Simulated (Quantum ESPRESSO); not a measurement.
# MoSi2N4, 1 layer, stepped through the field along the normal, part 3 of 4

Wanted: a table for MoSi2N4, 1 layer against the field along the normal, and what can be fitted to it.

Quantum ESPRESSO 7.5; plane-wave DFT, PBE, GBRV ultrasoft pseudopotentials.

So far. Step 2 (Variable-cell relaxation of the reference):  The last row is no step: it is a fresh SCF in the final cell with a new plane-wave basis, +2 meV from the row before.

## 5. Bands along a path, 0 V/Å

Bands along a path place the edges.

Input file m0.bands.in:

```
&control
  prefix = 'm0.bands'
  outdir = './out'
  pseudo_dir = './pseudo'
  calculation = 'bands'
  tefield = .true.
  dipfield = .true.
/
&system
  ibrav = 0
  nat = 7
  ntyp = 3
  ecutwfc = 40
  ecutrho = 200
  occupations = 'smearing'
  smearing = 'fd'
  degauss = 0.002
  edir = 3
  emaxpos = 0.97
  eopreg = 0.04
  eamp = 0.0
  nbnd = 27
/
&electrons
  conv_thr = 1e-07
  mixing_beta = 0.4
  electron_maxstep = 120
  mixing_mode = 'local-TF'
/
ATOMIC_SPECIES
  N   14.0070  n_pbe_v1.2.uspp.F.UPF
  Si  28.0850  si_pbe_v1.uspp.F.UPF
  Mo  95.9500  mo_pbe_v1.uspp.F.UPF
CELL_PARAMETERS angstrom
  2.88701260500000 0.00000000000000 0.00000000000000
  -1.44350630200000 2.50022625700000 0.00000000000000
  0.00000000000000 0.00000000000000 23.86179061700000
ATOMIC_POSITIONS crystal
  N   0.000000000000 0.000000000000 0.352145527200
  Si  0.333333333300 0.666666666700 0.374096937700
  N   0.333333333300 0.666666666700 0.447508924600
  Mo  0.000000000000 0.000000000000 0.500000000000
  N   0.333333333300 0.666666666700 0.552491075400
  Si  0.333333333300 0.666666666700 0.625903062300
  N   0.000000000000 0.000000000000 0.647854472800
K_POINTS crystal_b
4
  0.0000000000 0.0000000000 0.0000000000 10
  0.5000000000 0.0000000000 0.0000000000 10
  0.3333333333 0.3333333333 0.0000000000 10
  0.0000000000 0.0000000000 0.0000000000 1
```

Launch:

```
> cp -r out/m0.scf.save out/m0.bands.save
> cp out/m0.scf.xml out/m0.bands.xml
> OMP_NUM_THREADS=1 mpirun -n 4 pw.x -nk 4 -in m0.bands.in > m0.bands.out
```

Output:

```text
[banner, memory and clock lines left out]
Program PWSCF v.7.5 starts

          URL

     Presently no symmetry can be used with electric field

     Atomic positions and unit cell read from directory:
     ./out/m0.bands.save/

     G-vector sticks info

     bravais-lattice index     =            0
     lattice parameter (alat)  =       5.4557  a.u.
     unit-cell volume          =    1162.3251 (a.u.)^3
     number of atoms/cell      =            7
     number of atomic types    =            3
     number of electrons       =        42.00
     number of Kohn-Sham states=           27
     kinetic-energy cutoff     =      40.0000  Ry
     charge density cutoff     =     200.0000  Ry
     Exchange-correlation= SLA  PW   PBE  PBE
                           (   1   4   3   4   0   0   0)

     celldm(1)=   5.455663  celldm(2)=   0.000000  celldm(3)=   0.000000
     celldm(4)=   0.000000  celldm(5)=   0.000000  celldm(6)=   0.000000

     crystal axes: (cart. coord. in units of alat)
               a(1) = (   1.000000   0.000000   0.000000 )
               a(2) = (  -0.500000   0.866025   0.000000 )
               a(3) = (   0.000000   0.000000   8.265219 )

     reciprocal axes: (cart. coord. in units 2 pi/alat)
               b(1) = (  1.000000  0.577350 -0.000000 )
               b(2) = (  0.000000  1.154701  0.000000 )
               b(3) = (  0.000000 -0.000000  0.120989 )

     PseudoPot. # 1 for N  read from file:
     ./pseudo/n_pbe_v1.2.uspp.F.UPF
     Pseudo is Ultrasoft + core correction, Zval =  5.0
     Generated by new atomic code, or converted to UPF format
     Using radial grid of  729 points,  4 beta functions with:
                l(1) =   0
                l(2) =   0
                l(3) =   1
                l(4) =   1
     Q(r) pseudized with  8 coefficients,  rinner =    0.900   0.900   0.900

     PseudoPot. # 2 for Si read from file:
     ./pseudo/si_pbe_v1.uspp.F.UPF
     Pseudo is Ultrasoft + core correction, Zval =  4.0
     Generated by new atomic code, or converted to UPF format
     Using radial grid of  899 points,  6 beta functions with:
                l(1) =   0
                l(2) =   0
                l(3) =   1
                l(4) =   1
                l(5) =   2
                l(6) =   2
     Q(r) pseudized with  8 coefficients,  rinner =    0.900   0.900   0.900
                                                       0.900   0.900

     PseudoPot. # 3 for Mo read from file:
     ./pseudo/mo_pbe_v1.uspp.F.UPF
     Pseudo is Ultrasoft + core correction, Zval = 14.0
     Generated by new atomic code, or converted to UPF format
     Using radial grid of  889 points,  6 beta functions with:
                l(1) =   0
                l(2) =   0
                l(3) =   1
                l(4) =   1
                l(5) =   2
                l(6) =   2
     Q(r) pseudized with  6 coefficients,  rinner =    1.000   1.000   1.000
                                                       1.000   1.000

     atomic species   valence    mass     pseudopotential
     N                 5.00    14.00700     N ( 1.00)
     Si                4.00    28.08500     Si( 1.00)
     Mo               14.00    95.95000     Mo( 1.00)

     No symmetry found

   Cartesian axes

     site n.     atom                  positions (alat units)
         1        N      tau(   1) = (   0.0000000   0.0000000   2.9105598  )
         2        Si     tau(   2) = (   0.0000000   0.5773503   3.0919930  )
         3        N      tau(   3) = (   0.0000000   0.5773503   3.6987591  )
         4        Mo     tau(   4) = (   0.0000000   0.0000000   4.1326094  )
         5        N      tau(   5) = (   0.0000000   0.5773503   4.5664596  )
         6        Si     tau(   6) = (   0.0000000   0.5773503   5.1732257  )
         7        N      tau(   7) = (   0.0000000   0.0000000   5.3546589  )

     number of k points=    31  Fermi-Dirac smearing, width (Ry)=  0.0020
                       cart. coord. in units 2pi/alat
        k(    1) = (   0.0000000   0.0000000   0.0000000), wk =   0.0645161
        k(    2) = (   0.0500000   0.0288675   0.0000000), wk =   0.0645161
        k(    3) = (   0.1000000   0.0577350   0.0000000), wk =   0.0645161
        k(    4) = (   0.1500000   0.0866025   0.0000000), wk =   0.0645161
        k(    5) = (   0.2000000   0.1154701   0.0000000), wk =   0.0645161
        k(    6) = (   0.2500000   0.1443376   0.0000000), wk =   0.0645161
        k(    7) = (   0.3000000   0.1732051   0.0000000), wk =   0.0645161
        k(    8) = (   0.3500000   0.2020726   0.0000000), wk =   0.0645161
        k(    9) = (   0.4000000   0.2309401   0.0000000), wk =   0.0645161
        k(   10) = (   0.4500000   0.2598076   0.0000000), wk =   0.0645161
        k(   11) = (   0.5000000   0.2886751   0.0000000), wk =   0.0645161
        k(   12) = (   0.4833333   0.3175426   0.0000000), wk =   0.0645161
        k(   13) = (   0.4666667   0.3464102   0.0000000), wk =   0.0645161
        k(   14) = (   0.4500000   0.3752777   0.0000000), wk =   0.0645161
        k(   15) = (   0.4333333   0.4041452   0.0000000), wk =   0.0645161
        k(   16) = (   0.4166667   0.4330127   0.0000000), wk =   0.0645161
        k(   17) = (   0.4000000   0.4618802   0.0000000), wk =   0.0645161
        k(   18) = (   0.3833333   0.4907477   0.0000000), wk =   0.0645161
        k(   19) = (   0.3666667   0.5196152   0.0000000), wk =   0.0645161
        k(   20) = (   0.3500000   0.5484828   0.0000000), wk =   0.0645161
        k(   21) = (   0.3333333   0.5773503   0.0000000), wk =   0.0645161
        k(   22) = (   0.3000000   0.5196152   0.0000000), wk =   0.0645161
        k(   23) = (   0.2666667   0.4618802   0.0000000), wk =   0.0645161
        k(   24) = (   0.2333333   0.4041452   0.0000000), wk =   0.0645161
        k(   25) = (   0.2000000   0.3464102   0.0000000), wk =   0.0645161
        k(   26) = (   0.1666667   0.2886751   0.0000000), wk =   0.0645161
        k(   27) = (   0.1333333   0.2309401   0.0000000), wk =   0.0645161
        k(   28) = (   0.1000000   0.1732051   0.0000000), wk =   0.0645161
        k(   29) = (   0.0666667   0.1154701   0.0000000), wk =   0.0645161
        k(   30) = (   0.0333333   0.0577350   0.0000000), wk =   0.0645161
        k(   31) = (   0.0000000   0.0000000   0.0000000), wk =   0.0645161

     Dense  grid:    55643 G-vectors     FFT dimensions: (  25,  25, 216)

     Smooth grid:    39445 G-vectors     FFT dimensions: (  24,  24, 192)

     The potential is recalculated from file :
     ./out/m0.bands.save/charge-density

     negative rho (up, down):  2.428E-03 0.000E+00

     Adding external electric field

     Computed dipole along edir(3) :
[...]
6.1975   6.8027   6.8974

          k = 0.3000 0.1732 0.0000 (  4980 PWs)   bands (ev):

   -59.4053 -33.8132 -33.4540 -33.3128 -15.6421 -15.6025 -13.2790 -12.8330
    -6.6305  -6.1434  -5.2580  -4.2992  -3.3487  -3.0281  -2.9628  -1.7173
    -1.5819  -1.2911  -0.6889  -0.6101   0.6835   4.4607   4.6780   5.2057
     6.3715   6.4714   6.6202

          k = 0.3500 0.2021 0.0000 (  4954 PWs)   bands (ev):

   -59.3872 -33.9433 -33.4247 -33.3423 -15.2313 -15.2051 -13.1098 -12.8647
    -7.2142  -6.8919  -5.2937  -4.3353  -3.5665  -3.2138  -3.1339  -1.9084
    -1.7902  -1.1151  -0.6405  -0.4106   0.6846   4.4438   4.7872   5.1052
     5.9989   6.5136   6.6874

          k = 0.4000 0.2309 0.0000 (  4950 PWs)   bands (ev):

   -59.3729 -34.0452 -33.4014 -33.3655 -14.8396 -14.8243 -13.0070 -12.9244
    -7.7627  -7.4982  -5.2239  -4.3565  -3.8323  -3.3543  -3.2642  -2.0520
    -1.9635  -0.8976  -0.6406  -0.1995   0.7437   4.3959   4.9077   4.9254
     5.7591   6.5506   6.8393

          k = 0.4500 0.2598 0.0000 (  4902 PWs)   bands (ev):

   -59.3636 -34.1099 -33.3864 -33.3804 -14.5359 -14.5259 -12.9980 -12.9733
    -8.1396  -7.8984  -5.1135  -4.3671  -4.0917  -3.4416  -3.3454  -2.1408
    -2.0758  -0.6942  -0.6317  -0.0704   0.7870   4.3274   4.7418   5.0445
     5.6657   6.6176   6.9282

          k = 0.5000 0.2887 0.0000 (  4876 PWs)   bands (ev):

   -59.3604 -34.1321 -33.3855 -33.3812 -14.4162 -14.4064 -13.0359 -12.9728
    -8.2735  -8.0391  -5.0484  -4.3702  -4.2134  -3.4712  -3.3730  -2.1708
    -2.1145  -0.6272  -0.6081  -0.0272   0.7983   4.2929   4.6796   5.0919
     5.6513   6.6469   6.9573

          k = 0.4833 0.3175 0.0000 (  4904 PWs)   bands (ev):

   -59.3600 -34.1289 -33.3925 -33.3807 -14.4077 -14.3982 -13.0344 -12.9686
    -8.2587  -8.0267  -5.0314  -4.3941  -4.2158  -3.5032  -3.4326  -2.3407
    -1.9911  -0.6115  -0.5902  -0.0686   0.8109   4.3475   4.7407   5.0712
     5.6789   6.6332   6.9666

          k = 0.4667 0.3464 0.0000 (  4918 PWs)   bands (ev):

   -59.3590 -34.1194 -33.4128 -33.3790 -14.3827 -14.3742 -13.0299 -12.9566
    -8.2147  -7.9897  -4.9837  -4.4755  -4.2307  -3.5900  -3.5826  -2.5657
    -1.8952  -0.6303  -0.4870  -0.1770   0.8441   4.4820   4.9023   5.0281
     5.7635   6.5984   7.0073

          k = 0.4500 0.3753 0.0000 (  4934 PWs)   bands (ev):

   -59.3574 -34.1037 -33.4455 -33.3764 -14.3423 -14.3352 -13.0234 -12.9380
    -8.1425  -7.9285  -4.9206  -4.6345  -4.2893  -3.7727  -3.6757  -2.7939
    -1.8474  -0.7006  -0.3384  -0.3012   0.8912   4.5884   5.0358   5.1000
     5.9162   6.5754   7.1006

          k = 0.4333 0.4041 0.0000 (  4932 PWs)   bands (ev):

   -59.3553 -34.0822 -33.4887 -33.3730 -14.2883 -14.2829 -13.0163 -12.9152
    -8.0440  -7.8438  -4.9023  -4.8769  -4.4118  -3.8702  -3.7698  -2.9841
    -1.8403  -0.8770  -0.3706  -0.1699   0.9503   4.5459   5.1665   5.2441
     6.1501   6.6121   7.2696

          k = 0.4167 0.4330 0.0000 (  4938 PWs)   bands (ev):

   -59.3529 -34.0554 -33.5401 -33.3691 -14.2236 -14.2200 -13.0104 -12.8909
    -7.9218  -7.7368  -5.1827  -5.0767  -4.4418  -3.8831  -3.8649  -3.0943
    -1.8670  -1.1447  -0.3834  -0.0034   1.0222   4.4095   5.2839   5.3390
     6.4479   6.7062   7.5416

          k = 0.4000 0.4619 0.0000 (  4938 PWs)   bands (ev):

   -59.3504 -34.0239 -33.5968 -33.3651 -14.1524 -14.1502 -13.0074 -12.8683
    -7.7796  -7.6096  -5.5214  -5.4064  -4.3571  -4.0208  -3.7971  -3.1134
    -1.9225  -1.4553  -0.3700   0.1454   1.1066   4.2402   5.2483   5.5030
     6.7491   6.8035   7.9102

          k = 0.3833 0.4907 0.0000 (  4934 PWs)   bands (ev):

   -59.3480 -33.9890 -33.6552 -33.3613 -14.0804 -14.0789 -13.0087 -12.8502
    -7.6236  -7.4656  -5.8629  -5.7638  -4.2551  -4.1587  -3.6849  -3.0658
    -2.0019  -1.7743  -0.3456   0.2665   1.1985   4.0664   5.1879   5.6538
     6.8745   6.9799   8.3219

          k = 0.3667 0.5196 0.0000 (  4950 PWs)   bands (ev):

   -59.3460 -33.9525 -33.7112 -33.3581 -14.0154 -14.0136 -13.0143 -12.8382
    -7.4658  -7.3122  -6.1776  -6.0888  -4.2716  -4.1701  -3.5484  -2.9827
    -2.0967  -2.0684  -0.3184   0.3547   1.2868   3.9122   5.1337   5.7864
     6.9178   7.0948   8.7183

          k = 0.3500 0.5485 0.0000 (  4968 PWs)   bands (ev):

   -59.3447 -33.9197 -33.7572 -33.3559 -13.9675 -13.9648 -13.0217 -12.8327
    -7.3338  -7.1710  -6.4261  -6.3314  -4.3443  -4.1108  -3.4300  -2.8962
    -2.2895  -2.1873  -0.2961   0.4077   1.3536   3.8036   5.0991   5.8844
     6.9392   7.1120   9.0591

          k = 0.3333 0.5774 0.0000 (  4950 PWs)   bands (ev):

   -59.3442 -33.9045 -33.7772 -33.3551 -13.9487 -13.9455 -13.0257 -12.8315
    -7.2800  -7.1051  -6.5305  -6.4245  -4.3693  -4.0867  -3.3855  -2.8541
    -2.3726  -2.2306  -0.2869   0.4252   1.3793   3.7641   5.0876   5.9221
     6.9450   7.1018   9.2538

          k = 0.3000 0.5196 0.0000 (  4954 PWs)   bands (ev):

   -59.3466 -33.9404 -33.7192 -33.3590 -14.0426 -14.0422 -13.0006 -12.8324
    -7.3855  -7.2279  -6.2351  -6.1477  -4.2699  -4.2280  -3.4184  -3.0284
    -2.1448  -2.0476  -0.3337   0.3581   1.2772   3.9086   5.1274   5.7874
     6.9273   7.1841   8.8968

          k = 0.2667 0.4619 0.0000 (  4958 PWs)   bands (ev):

   -59.3544 -33.9646 -33.6236 -33.3716 -14.3309 -14.3306 -12.9357 -12.8491
    -7.3873  -7.2127  -5.7074  -5.6228  -4.5621  -3.9982  -3.3394  -3.3190
    -1.7829  -1.6858  -0.4609   0.1723   1.0442   4.1934   5.2223   5.5393
     6.8696   7.3119   8.5216

          k = 0.2333 0.4041 0.0000 (  4961 PWs)   bands (ev):

   -59.3680 -33.9395 -33.5261 -33.3937 -14.7580 -14.7485 -12.9253 -12.8719
    -7.1465  -6.9249  -5.0904  -5.0501  -4.8394  -3.7982  -3.4171  -3.1696
    -1.5239  -1.2972  -0.5825  -0.0941   0.7953   4.3803   5.3173   5.3178
     6.7598   7.3612   8.2169

          k = 0.2000 0.3464 0.0000 (  4981 PWs)   bands (ev):

   -59.3868 -33.8618 -33.4352 -33.4241 -15.2453 -15.2201 -13.0839 -12.8322
    -6.7181  -6.3929  -5.0707  -4.4188  -4.3883  -3.9711  -3.0473  -2.9528
    -1.4293  -0.9398  -0.6647  -0.3862   0.6313   4.3925   5.1331   5.3331
     6.6215   7.4090   7.9841

          k = 0.1667 0.2887 0.0000 (  4981 PWs)   bands (ev):

   -59.4091 -33.7397 -33.4602 -33.3553 -15.7289 -15.6868 -13.3104 -12.8184
    -6.3001  -5.6787  -5.0229  -4.0973  -3.8168  -3.7351  -2.9161  -2.3909
    -1.4602  -0.8295  -0.7177  -0.5766   0.6599   4.3502   4.9513   5.2271
     6.4382   7.5409   7.8791

          k = 0.1333 0.2309 0.0000 (  4973 PWs)   bands (ev):

   -59.4328 -33.5898 -33.4983 -33.2890 -16.1658 -16.1081 -13.5698 -12.8243
    -6.2062  -4.8772  -4.5420  -4.0987  -3.3284  -3.1038  -2.6917  -1.8250
    -1.5863  -1.1259  -0.8694  -0.3952   0.8980   4.3689   4.7702   5.0555
     6.1300   7.4534   7.5325

          k = 0.1000 0.1732 0.0000 (  5011 PWs)   bands (ev):

   -59.4550 -33.5341 -33.4342 -33.2375 -16.5280 -16.4569 -13.8231 -12.8418
    -6.3644  -4.3418  -3.7751  -3.7155  -2.9004  -2.5925  -2.4076  -1.7569
    -1.4720  -1.3058  -0.9476  -0.2633   1.2412   4.4275   4.6539   4.9125
     5.7362   6.9638   7.0494

          k = 0.0667 0.1155 0.0000 (  5039 PWs)   bands (ev):

   -59.4732 -33.5632 -33.2982 -33.2009 -16.7976 -16.7163 -14.0340 -12.8625
    -6.5719  -4.2256  -2.9998  -2.9248  -2.4888  -2.2390  -2.1887  -1.9136
    -1.7514  -0.9118  -0.8902  -0.2342   1.5445   4.4809   4.6595   4.8687
     5.3639   6.5408   6.6163

          k = 0.0333 0.0577 0.0000 (  5053 PWs)   bands (ev):

   -59.4851 -33.5823 -33.2051 -33.1793 -16.9634 -16.8756 -14.1736 -12.8786
    -6.7288  -4.1813  -2.4458  -2.2515  -2.2182  -2.0873  -2.0395  -1.9800
    -1.8411  -0.7606  -0.6538  -0.3336   1.7011   4.6084   4.6986   4.9368
     5.1001   6.1672   6.2366

          k = 0.0000 0.0000 0.0000 (  5083 PWs)   bands (ev):

   -59.4893 -33.5889 -33.1721 -33.1721 -17.0194 -16.9293 -14.2224 -12.8846
    -6.7863  -4.1675  -2.2176  -2.2176  -2.1600  -1.9757  -1.9757  -1.8361
    -1.8361  -0.5782  -0.5782  -0.5110   1.7336   4.7132   4.7132   5.0040
     5.0040   5.9688   6.0528

     XML data file, pseudopotentials, collected wavefunctions

                                        0.00s GPU  (     348 calls)
[key lines of the parts left out:]
Dipole field         -0.0000 Ry au,
```

Wall time 21 s (4 MPI ranks of Arm Neoverse V1, shared host); peak memory 0.32 GiB.

Band numbers count within the set of bands kept for display. The electronic bands at the labelled points (eV, zero at the highest filled level of the SCF mesh; v1 is the highest filled band, c1 the lowest empty one):

```tsv
point	v4	v3	v2	v1	c1	c2	c3	c4
Γ	-2.31	-2.31	-2.24	0.00	2.98	2.98	3.27	3.27
halfway	-3.11	-2.74	-2.26	-0.92	2.72	2.89	3.41	4.46
M	-2.36	-2.34	-1.76	-0.94	2.56	2.95	3.36	3.92
halfway	-2.88	-2.12	-1.74	-0.71	2.68	3.55	3.61	4.71
K	-3.96	-2.02	-1.31	-0.35	2.03	3.35	4.19	5.21
halfway	-2.56	-2.45	-2.31	-1.07	2.62	3.22	3.49	4.70
Γ	-2.31	-2.31	-2.24	0.00	2.98	2.98	3.27	3.27
```

Along this path the valence top lies at Γ and the conduction bottom at K.

## 6. Ground state, 0.05 V/Å

Input file m1.scf.in:

```
&control
  prefix = 'm1.scf'
  outdir = './out'
  pseudo_dir = './pseudo'
  calculation = 'scf'
  tprnfor = .true.
  tefield = .true.
  dipfield = .true.
/
&system
  ibrav = 0
  nat = 7
  ntyp = 3
  ecutwfc = 40
  ecutrho = 200
  occupations = 'smearing'
  smearing = 'fd'
  degauss = 0.002
  edir = 3
  emaxpos = 0.97
  eopreg = 0.04
  eamp = 0.00097235
  nbnd = 27
/
&electrons
  conv_thr = 1e-09
  mixing_beta = 0.4
  electron_maxstep = 120
  mixing_mode = 'plain'
  startingpot = 'file'
/
ATOMIC_SPECIES
  N   14.0070  n_pbe_v1.2.uspp.F.UPF
  Si  28.0850  si_pbe_v1.uspp.F.UPF
  Mo  95.9500  mo_pbe_v1.uspp.F.UPF
CELL_PARAMETERS angstrom
  2.88701260500000 0.00000000000000 0.00000000000000
  -1.44350630200000 2.50022625700000 0.00000000000000
  0.00000000000000 0.00000000000000 23.86179061700000
ATOMIC_POSITIONS crystal
  N   0.000000000000 0.000000000000 0.352145527200
  Si  0.333333333300 0.666666666700 0.374096937700
  N   0.333333333300 0.666666666700 0.447508924600
  Mo  0.000000000000 0.000000000000 0.500000000000
  N   0.333333333300 0.666666666700 0.552491075400
  Si  0.333333333300 0.666666666700 0.625903062300
  N   0.000000000000 0.000000000000 0.647854472800
K_POINTS automatic
  12 12 1 0 0 0
```

Launch:

```
> cp -r out/m0.scf.save out/m1.scf.save
> OMP_NUM_THREADS=1 mpirun -n 4 pw.x -nk 4 -in m1.scf.in > m1.scf.out
```

Output:

```text
[banner, memory and clock lines left out]
Program PWSCF v.7.5 starts
[...]
number of electrons       =        42.00
     number of Kohn-Sham states=           27
     kinetic-energy cutoff     =      40.0000  Ry
     charge density cutoff     =     200.0000  Ry
[...]
number of k points=    74  Fermi-Dirac smearing, width (Ry)=  0.0020
[...]
Dense  grid:    55643 G-vectors     FFT dimensions: (  25,  25, 216)
[...]
The initial density is read from file :
[...]
negative rho (up, down):  2.428E-03 0.000E+00
[...]
Starting wfcs are   37 randomized atomic wfcs
[...]
negative rho (up, down):  2.428E-03 0.000E+00
[...]
estimated scf accuracy    <       0.00144535 Ry
[...]
negative rho (up, down):  2.428E-03 0.000E+00
[...]
estimated scf accuracy    <       0.01037096 Ry
[...]
negative rho (up, down):  2.428E-03 0.000E+00
[...]
estimated scf accuracy    <       0.00002726 Ry
[...]
negative rho (up, down):  2.428E-03 0.000E+00
[...]
estimated scf accuracy    <       0.00000037 Ry
[...]
negative rho (up, down):  2.428E-03 0.000E+00
[...]
estimated scf accuracy    <       0.00000010 Ry
[...]
negative rho (up, down):  2.428E-03 0.000E+00
[...]
estimated scf accuracy    <       0.00000002 Ry
[...]
negative rho (up, down):  2.428E-03 0.000E+00
[...]
estimated scf accuracy    <          6.5E-09 Ry
[...]
negative rho (up, down):  2.428E-03 0.000E+00
[...]
estimated scf accuracy    <          2.2E-09 Ry
[...]
negative rho (up, down):  2.428E-03 0.000E+00
[...]
Computed dipole along edir(3) :
        Dipole                0.0297 Ry au,          0.0754 Debye
        Dipole field          0.0003 Ry au,
        E field amplitude [Ha a.u.]:  9.7235E-04
        Potential amp.        0.0564 Ry
        Total length         43.2886 bohr
[...]
the Fermi energy is     3.0313 ev
!    total energy              =    -239.56455931 Ry
     estimated scf accuracy    <          1.5E-10 Ry
     smearing contrib. (-TS)   =      -0.00000000 Ry
     internal energy E=F+TS    =    -239.56455931 Ry
[...]
one-electron contribution =   -2931.06658853 Ry
     hartree contribution      =    1474.56911193 Ry
     xc contribution           =     -50.16819922 Ry
     ewald contribution        =    1267.10116467 Ry
     electric field correction =      -0.00004817 Ry
     convergence has been achieved in   9 iterations
     negative rho (up, down):  2.428E-03 0.000E+00
[...]
Total force =     0.007786     Total SCF correction =     0.000048
[...]
```

It took 63 s on 4 MPI ranks; peak memory 0.5 GiB; 4.2 min of CPU time.

This step gave:

- free energy: -3259.4419 eV
- Fermi energy: 3.031 eV
- dipole along the normal: 0.01570 e·Å
- valence top, on the run's zero: 1.742 eV
- conduction bottom, on the run's zero: 3.772 eV

(Part 3 of 4 ends here.)

[Logs are printed without paths, hosts, clocks, repeated set-up lines and the standing remarks that a program may print on its own settings, such as how far it seeks lower states.]

[Hosts, paths, dates, database ids (printed as entryN), source tags and the programs' standing remarks are cut or masked in the printed files.]

[Maps of the electrostatic potential energy from Ansatz leave out the sawtooth potential of an applied field or a dipole correction, so their vacuum need not be flat; planar profiles and work functions include it.]
